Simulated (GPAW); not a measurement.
# Geometry or basis: what sets the conductance of BN in line between two Na chains, part 2 of 2

How well does BN in line between two Na chains conduct once its atoms have relaxed, and how much do cheaper levels lose?

GPAW 26.7.0; GPAW LCAO, PAW setups; relaxation of the junction within the symmetry of its start, lead ends held (the session's first sound run).

So far, transmission at the Fermi level (one spin): step 3 (double-zeta polarised basis, PBE, GPAW) 0.123; step 4 (GPAW, szp: basis = "szp(dzp)", PBE, GPAW) 0.121; step 5 (GPAW, sz: basis = "sz(dzp)", PBE, GPAW) 0.129; step 6 (revPBE in the dzp basis: xc = "revPBE") 0.120; step 7 (the structure as built: geometry = "as built", PBE, GPAW) 0.121. Also open channels of the lead at the Fermi level (one spin): 1 in steps 3, 4 and 5.

## (9) The levels side by side

The curves are compared point by point over the common energies.

This step: comparison of transmission and cost over codes, levels and geometry (GPAW 26.7.0).

Ladder, by row:

```
      step  code  T at the Fermi level (sum over the listed spins)  conductance (G0)  r.m.s. T(E) from the first  wall time (s)  peak memory (GiB)  threads
       dzp  GPAW                                            0.1232            0.1238                           0          169.4               2.56        1
       szp  GPAW                                             0.121            0.1218                     0.02156          152.1               2.45        1
        sz  GPAW                                            0.1294            0.1308                     0.05339          97.28               2.31        1
dzp-revPBE  GPAW                                            0.1201            0.1209                     0.01196          194.4               2.56        1
   asbuilt  GPAW                                            0.1208            0.1214                    0.005545          184.3               2.56        1
```

Transmission, zone mean, sum over the listed spins against energy, zero at the Fermi level:

| energy (eV) | dzp | szp | sz | dzp-revPBE | asbuilt |
| --- | --- | --- | --- | --- | --- |
| -2.0000 | 3.0e-11 | 7.4e-11 | 6.1e-14 | 3.0e-11 | 3.1e-11 |
| -1.7500 | 2.9e-11 | 7.4e-11 | 5.8e-14 | 2.9e-11 | 3.0e-11 |
| -1.5000 | 2.8e-11 | 7.3e-11 | 5.6e-14 | 2.8e-11 | 2.9e-11 |
| -1.2500 | 2.6e-11 | 7.3e-11 | 5.5e-14 | 2.6e-11 | 2.6e-11 |
| -1.0000 | 1.7e-11 | 7.7e-11 | 4.9e-14 | 1.7e-11 | 1.6e-11 |
| -0.8250 | 0.0417 | 4.6e-4 | 3.9e-4 | 0.0780 | 0.0449 |
| -0.7500 | 0.0239 | 0.0212 | 0.0108 | 0.0158 | 0.0184 |
| -0.5500 | 0.492 | 0.475 | 0.298 | 0.494 | 0.497 |
| -0.5000 | 0.464 | 0.518 | 0.452 | 0.500 | 0.480 |
| -0.4500 | 0.399 | 0.460 | 0.528 | 0.441 | 0.412 |
| -0.2500 | 0.223 | 0.235 | 0.289 | 0.234 | 0.221 |
| 0.0000 | 0.123 | 0.121 | 0.129 | 0.120 | 0.121 |
| 0.2500 | 0.0589 | 0.0569 | 0.0584 | 0.0554 | 0.0576 |
| 0.5000 | 0.0374 | 0.0378 | 0.0389 | 0.0353 | 0.0368 |
| 0.7500 | 0.0302 | 0.0329 | 0.0350 | 0.0287 | 0.0298 |
| 1.0000 | 0.0264 | 0.0315 | 0.0352 | 0.0252 | 0.0261 |
| 1.2500 | 0.0245 | 0.0323 | 0.0379 | 0.0234 | 0.0242 |
| 1.5000 | 0.0233 | 0.0340 | 0.0423 | 0.0223 | 0.0231 |
| 1.7500 | 0.0215 | 0.0345 | 0.0465 | 0.0207 | 0.0213 |
| 2.0000 | 0.0162 | 0.0304 | 0.0468 | 0.0147 | 0.0159 |

## (10) Other settings

One more run, with changed settings.

This step: GPAW LCAO, PAW setups; Landauer transmission from Green's functions with principal layers (ASE), zero bias (GPAW 26.7.0).

run.py reads:

```python
import json
import numpy as np
from ase import Atoms
from ase.transport.calculators import TransportCalculator
from gpaw import GPAW, FermiDirac
from gpaw.lcao.tools import get_lcao_hamiltonian
from scipy.linalg import eigh

# The junction with lead layers at both ends, along the third cell vector
device = Atoms(
    ['Na', 'Na', 'Na', 'Na', 'Na', 'Na', 'Na', 'B', 'N', 'Na', 'Na', 'Na', 'Na', 'Na', 'Na', 'Na'],
    positions=[
        [4.50000, 4.50000, 1.65000],
        [4.50000, 4.50000, 4.95000],
        [4.50000, 4.50000, 8.25000],
        [4.50000, 4.50000, 11.55000],
        [4.50000, 4.50000, 14.85000],
        [4.50000, 4.50000, 18.15000],
        [4.50000, 4.50000, 21.40777],
        [4.50000, 4.50000, 23.77860],
        [4.50000, 4.50000, 25.07454],
        [4.50000, 4.50000, 27.17338],
        [4.50000, 4.50000, 30.47520],
        [4.50000, 4.50000, 33.77520],
        [4.50000, 4.50000, 37.07520],
        [4.50000, 4.50000, 40.37520],
        [4.50000, 4.50000, 43.67520],
        [4.50000, 4.50000, 46.97520]],
    cell=[[9.0, 0.0, 0.0], [0.0, 9.0, 0.0], [0.0, 0.0, 48.6252]],
    pbc=True)

# One principal layer of the lead: the first 4 atoms of the device
lead = Atoms(
    ['Na', 'Na', 'Na', 'Na'],
    positions=[
        [4.50000, 4.50000, 1.65000],
        [4.50000, 4.50000, 4.95000],
        [4.50000, 4.50000, 8.25000],
        [4.50000, 4.50000, 11.55000]],
    cell=[[9.0, 0.0, 0.0], [0.0, 9.0, 0.0], [0.0, 0.0, 13.2]],
    pbc=True)

settings = dict(mode='lcao', basis='dzp', xc='PBE', h=0.18,
                occupations=FermiDirac(0.1), maxiter=3,
                mixer=dict(beta=0.1, nmaxold=8, weight=100.0),
                convergence=dict(density=0.0001))
energies = np.arange(-2, 2 + 1e-9, 0.025)
eta = 0.0001
n1, n2 = 1, 1
# k and -k transmit alike, so half of the mesh across the current serves
mesh = [(i, j) for i in range(n1) for j in range(n2) if (i, j) <= (-i % n1, -j % n2)]
weights = np.array([1 if (i, j) == (-i % n1, -j % n2) else 2 for i, j in mesh]) / (n1 * n2)

# [... helper functions left out ...]
fermi_lead = ground_state(lead, (1, 1, 9), 'lead.txt')
fermi_device = ground_state(device, (1, 1, 2), 'device.txt')
# [... loop over the mesh left out, but for ...]
        # Shift the lead onto the potential of the device's first layer
        shift = ((H[:, 0, 0] - H0[:, 0, 0]) / S0[0, 0]).real.mean()
# [...]
kT = 8.617333e-5 * 300
bias = [0.1, 0.2, 0.5, 1.0, 1.5, 2.0]
# [... integrals and printing left out ...]
```

Command:

```bash
$ OMP_NUM_THREADS=1 OPENBLAS_NUM_THREADS=1 python run.py
```

Wall time 9.2 s (1 thread of Arm Neoverse V2, shared host); peak memory 0.73 GiB.

The run stopped without converging, so none of its numbers is a property of the system.

The fault put into the input: too few SCF iterations (maxiter = 3).

## (11) What came out

- conductance: 0.124 G₀
- transmission at the Fermi level, mean of the spins: 0.123
- thermopower: 20.9 μV/K
- open channels of the lead there: 1

**Reading.** In the dzp basis the junction conducts 0.124 G₀ at 300 K, with T = 0.123 a spin at the Fermi level; the sz basis reaches that conductance within 10 %. Relaxation moved atoms by up to 0.042 Å and took the conductance from 0.121 to 0.124 G₀, as a ratio a smaller change than the step from dzp to the minimal basis. The scatterer reflects about 88 % of the incoming channels at the Fermi level. At the Fermi level one eigenchannel carries the current (0.12). The positive thermopower says that the thermally weighted transmission is larger below the Fermi level, as for hole-like transport. Measured against the first run (dzp), the nearest curve is that of asbuilt (r.m.s. 0.0055) and the farthest that of sz (0.053). Over the compared runs wall time goes from 97 s (sz) to 194 s (dzp-revPBE), on a shared host. The leads kept an estimated spacing and the cell its length, so the junction may be under some tension or compression. The geometry comes from the orbital basis, which tends to overbind, and kept the symmetry of the start, so a structure of lower symmetry may lie lower. An evenly spaced straight chain is an idealisation: free chains tend to dimerise, zigzag or, where a band edge lies near the Fermi level, turn magnetic. The currents use the zero-bias T(E) throughout, which holds only while the bias is small against the distance to the nearest feature.

[Logs are printed without paths, hosts, clocks, repeated set-up lines and the standing remarks that a program may print on its own settings, such as how far it seeks lower states.]

[Hosts, paths, dates, database ids (printed as entryN), source tags and the programs' standing remarks are cut or masked in the printed files.]
